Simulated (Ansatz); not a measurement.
# CaO (Fm-3m):Cu_Ca, thermodynamic levels from a 54-atom cell

Wanted: the transition levels of a substitutional impurity in CaO (Fm-3m), from a cell of 54 host atoms with 1 Ca taken out and 1 Cu put in.

Calculated with Ansatz 0.2.0; place-levels on r2SCAN runs: charge-transition levels and formation energies with image-charge correction and potential alignment at the atomic sites; PAW set soft_1.

## (1) The structure

The cell holds 54 atoms: 26 Ca, 27 O and 1 Cu. Cell: a = 10.173 Å, b = 10.173 Å, c = 10.173 Å, α = 60.0°, β = 60.0°, γ = 60.0°. It derives from CaO (space group Fm-3m). Nearest the centre at fractional (0.667, 0.667, 0.333): Cu51 at 0.00 Å, O28 at 2.40 Å, O44 at 2.40 Å, O32 at 2.40 Å, O34 at 2.40 Å, O46 at 2.40 Å, O50 at 2.40 Å, Ca21 at 3.39 Å.

The host's dielectric constants go in as inputs: 3.85 for the electrons alone, 16.67 with the ions, computed on the host (DFPT, PBEsol, on the r2SCAN cell), and a cell off the functional's own equilibrium shifts the ionic part.

The cell's shortest repeat is 10.2 Å.

## (2) The runs of each charge state

A transition level is the Fermi level at which two charge states cost the same, so each charge needs its own total energy, at its own relaxed structure.

Random displacements of about 0.05 Å break the site symmetry at the start, so that the relaxation can reach a distorted minimum if there is one. Forces are taken at one point at (¼, ¼, ¼). The cell holds 1 electron more than the neutral one, with a uniform background that keeps it neutral on the whole.

The sampling was tested on the host first: at the k-points planned (1x1x1 shifted 0.25 0.25 0.25) its energy lies 0.005 eV an atom from the dense-mesh value, under the bound of 0.02 eV set for this test; that bounds the host's error, not the defect's.

One state's input; the others differ in charge, spin, start and seed, and in occupations where the table says so.

The input, qm1.relax/input.yaml:

```yaml
crystal:
  lattice:
    - [0.0, 7.19307716, 7.19307716]
    - [7.19307716, 0.0, 7.19307716]
    - [7.19307716, 7.19307716, 0.0]
  atoms:
    - { symbol: Ca, position: [0.0, 0.0, 0.0] }
    - { symbol: O, position: [0.16666667, 0.16666667, 0.16666667] }
[... 6 atom lines left out ...]
    - { symbol: Ca, position: [0.0, 0.33333333, 0.33333333] }
[... 3 atom lines left out ...]
    - { symbol: Ca, position: [0.0, 0.66666667, 0.0] }
[... 1 atom line left out ...]
    - { symbol: Ca, position: [0.0, 0.66666667, 0.33333333] }
[... 5 atom lines left out ...]
    - { symbol: Ca, position: [0.33333333, 0.0, 0.33333333] }
[... 4 atom lines left out ...]
    - { symbol: O, position: [0.5, 0.5, 0.16666667] }
[... 1 atom line left out ...]
    - { symbol: O, position: [0.5, 0.5, 0.5] }
[... 3 atom lines left out ...]
    - { symbol: O, position: [0.5, 0.83333333, 0.16666667] }
    - { symbol: Ca, position: [0.33333333, 0.66666667, 0.33333333] }
    - { symbol: O, position: [0.5, 0.83333333, 0.5] }
    - { symbol: Ca, position: [0.33333333, 0.66666667, 0.66666667] }
[... 1 atom line left out ...]
    - { symbol: Ca, position: [0.66666667, 0.0, 0.0] }
[... 1 atom line left out ...]
    - { symbol: Ca, position: [0.66666667, 0.0, 0.33333333] }
[... 4 atom lines left out ...]
    - { symbol: O, position: [0.83333333, 0.5, 0.16666667] }
    - { symbol: Ca, position: [0.66666667, 0.33333333, 0.33333333] }
    - { symbol: O, position: [0.83333333, 0.5, 0.5] }
    - { symbol: Ca, position: [0.66666667, 0.33333333, 0.66666667] }
[... 1 atom line left out ...]
    - { symbol: Ca, position: [0.66666667, 0.66666667, 0.0] }
    - { symbol: O, position: [0.83333333, 0.83333333, 0.16666667] }
    - { symbol: Cu, position: [0.66666667, 0.66666667, 0.33333333] }
[... 1 atom line left out ...]
    - { symbol: Ca, position: [0.66666667, 0.66666667, 0.66666667] }
    - { symbol: O, position: [0.83333333, 0.83333333, 0.83333333] }
  host:
    repeats: [3, 3, 3]
    atoms:
      - { symbol: Ca, position: [0.0, 0.0, 0.0] }
      - { symbol: O, position: [0.5, 0.5, 0.5] }
total_charge: -1
basis:
  ecutwfc: 500
  xc_grid: 2
hamiltonian:
  xc: r2scan
  pseudopotentials: { kind: paw, azcp: { folder: soft_1 } }
kpoints:
  mp_grid: { grid: [1, 1, 1], shift: [0.25, 0.25, 0.25] }
scf:
  occupations: { method: fixed }
  max_iter: 100
output:
  forces: true
  charged_corrections:
    epsilon: 3.85
    static_epsilon: 16.67
    defect_position: [0.666667, 0.666667, 0.333333]
relax:
  f_tol: 0.02
  max_steps: 80
  random_displacement: { amplitude: 0.05, seed: 3157 }
checkpoint:
  write: "../qm1.relax.run"
  compress: false
  write_wavefunctions: true
  write_every: 100000
```

Command:

```
$ ansatz run input.yaml --threads 8 --pin off --max-ram 15073MiB --backend cpu --events-out ev --progress --plain --runs-dir out
```

Defect states can disperse in a cell of this size, so the energy is taken again at a 2×2×2 shifted mesh, on the relaxed structure.

The run of this state that the levels use, under r2SCAN:

The input, qm1.point/input.yaml:

```yaml
crystal:
  checkpoint: "../qm1.relax.run"
  host: checkpoint
total_charge: -1
basis:
  ecutwfc: 500
  xc_grid: 2
hamiltonian:
  xc: r2scan
  pseudopotentials: { kind: paw, azcp: { folder: soft_1 } }
kpoints:
  mp_grid: { grid: [2, 2, 2], shift: [0.5, 0.5, 0.5] }
scf:
  occupations: { method: fermi_dirac, width: 0.01 }
  max_iter: 100
output:
  forces: true
  eigenvalues: true
  charged_corrections:
    epsilon: 3.85
    static_epsilon: 16.67
    defect_position: [0.666667, 0.666667, 0.333333]
  eigenstates: { localisation: true }
  populations: true
  band_densities: [{ bands: [v1, v1] }, { bands: [c1, c1] }]
  write_density: true
  write_potential: true
  volumetric_format: npy
checkpoint:
  read: "../qm1.relax.run"
  write: "../qm1.point.run"
  compress: false
  write_wavefunctions: false
  write_every: 100000
```

Relaxations under r2SCAN at one point at (¼, ¼, ¼); times on 8 threads of Arm Neoverse V2, shared host:

```tsv
charge	moment (μB)	occupations	outcome	steps	largest displacement against the far atoms (Å)	time
−1	0	fixed	converged	7	0.61	70 s
0	1	fixed	converged	8	0.33	2.7 min
+1	0	fixed	not converged	-	-	54 s
+1	0	fermi-dirac	converged	15	0.42	2.7 min
+1	2	fixed	converged	6	0.19	2.1 min
```

Single points under r2SCAN at a 2×2×2 shifted mesh; times on 8 threads of Arm Neoverse V2, shared host:

```tsv
charge	moment (μB)	occupations	outcome	time
−1	0	fermi-dirac	converged	58 s
0	1	fermi-dirac	converged	2 min
+1	0	fermi-dirac	converged	51 s
+1	2	fermi-dirac	converged	2.1 min
```

Distances (Å) from Cu51 to the nearest atoms after relaxation with r2SCAN:

```tsv
charge	moment (μB)	1.	2.	3.	4.	5.	6.
−1	0	O 2.14	O 2.14	O 2.14	Ca 2.92	Ca 2.93	Ca 2.93
0	1	O 2.07	O 2.07	O 2.45	O 2.45	O 2.45	O 2.46
+1	0	O 1.98	O 1.98	O 1.98	O 1.98	O 2.61	O 2.61
+1	2	O 2.21	O 2.21	O 2.21	O 2.21	O 2.21	O 2.22
```

## (3) place-levels, r2SCAN

A charged cell interacts with its images and the background, and its potential has another zero than the host's. place-levels removes the first by a point-charge model, screened by the static dielectric constant since the ions have relaxed around the charge, and the second by comparing potentials at atoms far from the defect.

The host is a run of the defect-free crystal in the same cutoffs, grids and k-points, so that basis and sampling errors cancel in part in the differences. The host is run in a cell of 2 atoms on a matching mesh. Its band edges are searched through the zone by a band path, so the gap is smaller than, or equal to, that on the mesh. Chemical potentials are energies per atom of Ca (fcc) and Cu (fcc), run with the same functional and cutoff.

The input, levels.point.yaml:

```yaml
host:
  run: host.point.run
states: [qm1.point.run, q0_M1.point.run, qp1.point.run, qp1_M2.point.run]
geometry_from:
  qm1.point.run: qm1.relax.run
  q0_M1.point.run: q0_M1.relax.run
  qp1.point.run: qp1.relax_smeared.run
  qp1_M2.point.run: qp1_M2.relax.run
chemical_potentials:
  Ca:
    energy: -1821.671293
    dataset: <sha256 of the dataset>
  Cu:
    energy: -6631.253193
    dataset: "<sha256 of the dataset>"
epsilon: 3.85
static_epsilon: 16.67
vertical:
  - { from: qm1.point.run, to: qm1.point_neutral.run }
  - { from: qp1.point.run, to: qp1.point_neutral.run }
  - { from: qp1_M2.point.run, to: qp1_M2.point_neutral.run }
```

Command:

```
$ ansatz place-levels levels.point.yaml -- --threads 8 --pin off --max-ram 15073MiB
```

Numbers of over 12 decimals in the logs are rounded to 6 here.

The log of the run:

```text
[... repeated set-up lines and file paths are left out, and long positions are rounded to six places ...]
(+1/0) 0.540 eV above the valence edge, 3.657 eV under the conduction edge
(0/-1) 1.770 eV above the valence edge, 2.428 eV under the conduction edge
formation energy of charge +1: +5.528 eV with the Fermi level at the valence edge
formation energy of charge 0: +6.068 eV with the Fermi level at the valence edge
formation energy of charge -1: +7.838 eV with the Fermi level at the valence edge
vertical -1 to 0: no energy, since no alignment is typed
  the change from vertical[0].from (qm1.point.run) to vertical[0].to (qm1.point_neutral.run): by its potential at epsilon 3.85 it stands at 0.638 0.635 0.304, with an rms radius of about 2.2 Å (1.2 1.3 1.2 Å across the planes of the cell's vectors); [...]
vertical +1 to 0: no energy, since no alignment is typed
  the change from vertical[1].from (qp1.point.run) to vertical[1].to (qp1.point_neutral.run): by its potential at epsilon 3.85 it stands at 0.668 0.667 0.333, with an rms radius of about 2.2 Å (1.3 1.3 1.3 Å across the planes of the cell's vectors); [...]
vertical +1 to 0: no energy, since no alignment is typed
  the change from vertical[2].from (qp1_M2.point.run) to vertical[2].to (qp1_M2.point_neutral.run): by its potential at epsilon 3.85 it stands at 0.667 0.666 0.334, with an rms radius of about 2.4 Å (1.4 1.4 1.4 Å across the planes of the cell's vectors); [...]
  edges by r2scan, gap 4.197 eV; the host is sampled to repeats of 20.35 Å
  the defect's cells are sampled to repeats of 20.35 Å, like sampling
  charge +1: -69452.0217 eV with its correction of +0.095 eV, at epsilon 16.67, aligned at sites: -0.0427 eV, mean over 21 atomic sites at or beyond 5.09 Å from the defect at [0.6667, 0.6667, 0.3333], with -0.000000 for the charge's moments and without [...]
  charge 0: +0.000 eV for its dipole among its images, +0.000 omitted
  charge -1: -69434.8380 eV with its correction of +0.204 eV, at epsilon 16.67, aligned at sites: -0.0660 eV, mean over 21 atomic sites at or beyond 5.09 Å from the defect at [0.6667, 0.6667, 0.3333], with -0.000000 for the charge's moments and without [...]
  charge +1: states[2] (qp1.point.run) stands 0.300 eV higher, with a moment of 0.00 μB against 2.00
  of states[3] (qp1_M2.point.run): its alignment with the host at atomic sites is doubtful: the cell is too small to show whether the defect's potential has decayed: take a larger one; stability_check_not_made
  of states[1] (q0_M1.point.run): its alignment with the host at atomic sites is doubtful: the cell is too small to show whether the defect's potential has decayed: take a larger one; stability_check_not_made
  of states[0] (qm1.point.run): its alignment with the host at atomic sites is doubtful: the cell is too small to show whether the defect's potential has decayed: take a larger one
  of states[2] (qp1.point.run): its alignment with the host at atomic sites is doubtful: the cell is too small to show whether the defect's potential has decayed: take a larger one
  of vertical[0].to (qm1.point_neutral.run): stability_check_not_made
  of vertical[1].to (qp1.point_neutral.run): stability_check_not_made
  of vertical[2].from (qp1_M2.point.run): stability_check_not_made
  of vertical[2].to (qp1_M2.point_neutral.run): stability_check_not_made
```

The job ended after 0.4 s (8 threads of Arm Neoverse V2, shared host).

Levels between the charges placed, in eV above the valence top:

```tsv
	gap (eV)	(+1/0)	(0/−1)
r2SCAN	4.20	0.54	1.77
```

Corrections by state:

```tsv
charge	moment (μB)	image terms and alignment (eV)	band filling (eV)	ε used	over the lowest of its charge, as the program ranks them, band filling apart (eV)
+1	2.0	0.095	-	16.67	0.000
0	1.0	0.000	-	-	0.000
−1	0.0	0.204	-	16.67	0.000
+1	0.0	0.085	-	16.67	0.300
```

The charged structures listed were also run neutral, and place-levels reads from each pair, by the potential or the spins, how wide the charge is by which they differ; that can be the carrier of either run.

```tsv
charge	rms radius (Å)	spread where it is widest against the cell (Å)	wide from (Å)	reading
+1	2.4	1.39	1.44	narrow
−1	2.2	1.27	1.44	narrow
```

The neutral runs of these pairs need not share the spin of the lowest neutral state, and very wide values only mean spread over the cell.

From the program's caveats on the states, each cut to its opening words:

- charge +1 (2 μB), 0 (1 μB), −1, +1: its alignment with the host at atomic sites is doubtful: the cell is too small to show whether the defect's potential has decayed: take a larger one
- charge +1 (2 μB), 0 (1 μB): flagged: stability check not made

The host's formation energy from the elements is -3.216 eV per atom; it sets how far the chemical potentials can move.

Limit set by the element alone; other compounds of these elements are not counted. Chemical potentials from the elements' reference states: Ca 0.00 eV, O -6.43 eV, Cu 0.00 eV. Formation energies (Ca-rich), with the Fermi level at the valence top and at the conduction bottom (gap 4.20 eV):

```tsv
charge	at valence top (eV)	at conduction bottom (eV)	correction included (eV)
+1	5.53	9.73	0.09
0	6.07	6.07	0.00
−1	7.84	3.64	0.20
```

```csv
Fermi level (eV),lowest formation energy (eV)
0.00,5.53
0.38,5.91
0.76,6.07
1.14,6.07
1.53,6.07
1.91,5.93
2.29,5.55
2.67,5.17
3.05,4.78
3.43,4.40
3.82,4.02
4.20,3.64
```

Limit set by the element alone; other compounds of these elements are not counted. Chemical potentials from the elements' reference states: O 0.00 eV, Ca -6.43 eV, Cu 0.00 eV. Formation energies (O-rich), with the Fermi level at the valence top and at the conduction bottom (gap 4.20 eV):

```tsv
charge	at valence top (eV)	at conduction bottom (eV)	correction included (eV)
+1	-0.90	3.29	0.09
0	-0.36	-0.36	0.00
−1	1.41	-2.79	0.20
```

| Fermi level (eV) | lowest formation energy (eV) |
| --- | --- |
| 0.00 | -0.90 |
| 0.38 | -0.52 |
| 0.76 | -0.36 |
| 1.14 | -0.36 |
| 1.53 | -0.36 |
| 1.91 | -0.50 |
| 2.29 | -0.89 |
| 2.67 | -1.27 |
| 3.05 | -1.65 |
| 3.43 | -2.03 |
| 3.82 | -2.41 |
| 4.20 | -2.79 |

## (4) What came out

| Property | Result |
| --- | --- |
| gap of the host | 4.20 eV (r2SCAN) |
| level (plus 1/0) | 0.54 eV above the valence top |
| level (0/minus 1) | 1.77 eV above the valence top |
| lowest of the charges placed, just above the valence top (0.02 eV) | +1 |
| lowest of the charges placed, just below the conduction bottom (0.02 eV) | −1 |
| lowest formation energy at mid-gap of the charges run, Ca-rich | 5.74 eV |
| lowest formation energy at mid-gap of the charges run, O-rich | -0.69 eV |

In words: Of the charges placed (−1, 0 and +1), the lowest changes at 0.54 eV (+1/0) and 1.77 eV (0/−1) above the valence top, in a gap of 4.20 eV. Charges above +1 and below −1 were not placed, so these runs say nothing of levels that involve them. States placed: +1 at 2 μB and 0 μB; 0 at 1 μB; −1 at 0 μB. Other spin states or structures, where not listed, weren't placed. Cu is taken at its element; compounds, which aren't counted here, bound the chemical potentials and would shift these formation energies. The lowest formation energy (O-rich) is negative across the gap, so the defect would form by itself: these chemical potentials lie beyond what competing compounds allow, or the host is unstable against it. The program doubts the alignment of potentials for at least one state, a sign that the cell is small. What this leaves open: r2SCAN makes the gap too small and tends to spread out bound carriers; where a gas molecule sets a chemical potential or the host's formation energy, its binding is uncorrected.

[Logs are printed without paths, hosts, clocks, repeated set-up lines and the standing remarks that a program may print on its own settings, such as how far it seeks lower states.]

[Hosts, paths, dates, database ids (printed as entryN), source tags and the programs' standing remarks are cut or masked in the printed files.]

[Where a table of states has a column of steps, it counts the stored structures, which are thinned; the runs took as many ionic steps or more.]

[A defect's name tells the site on which it was built; relaxed atoms can leave that site.]

[For some hosts the program warned that the k-mesh of the response run may be too coarse for force constants and the static dielectric constant; such warnings are not shown here.]
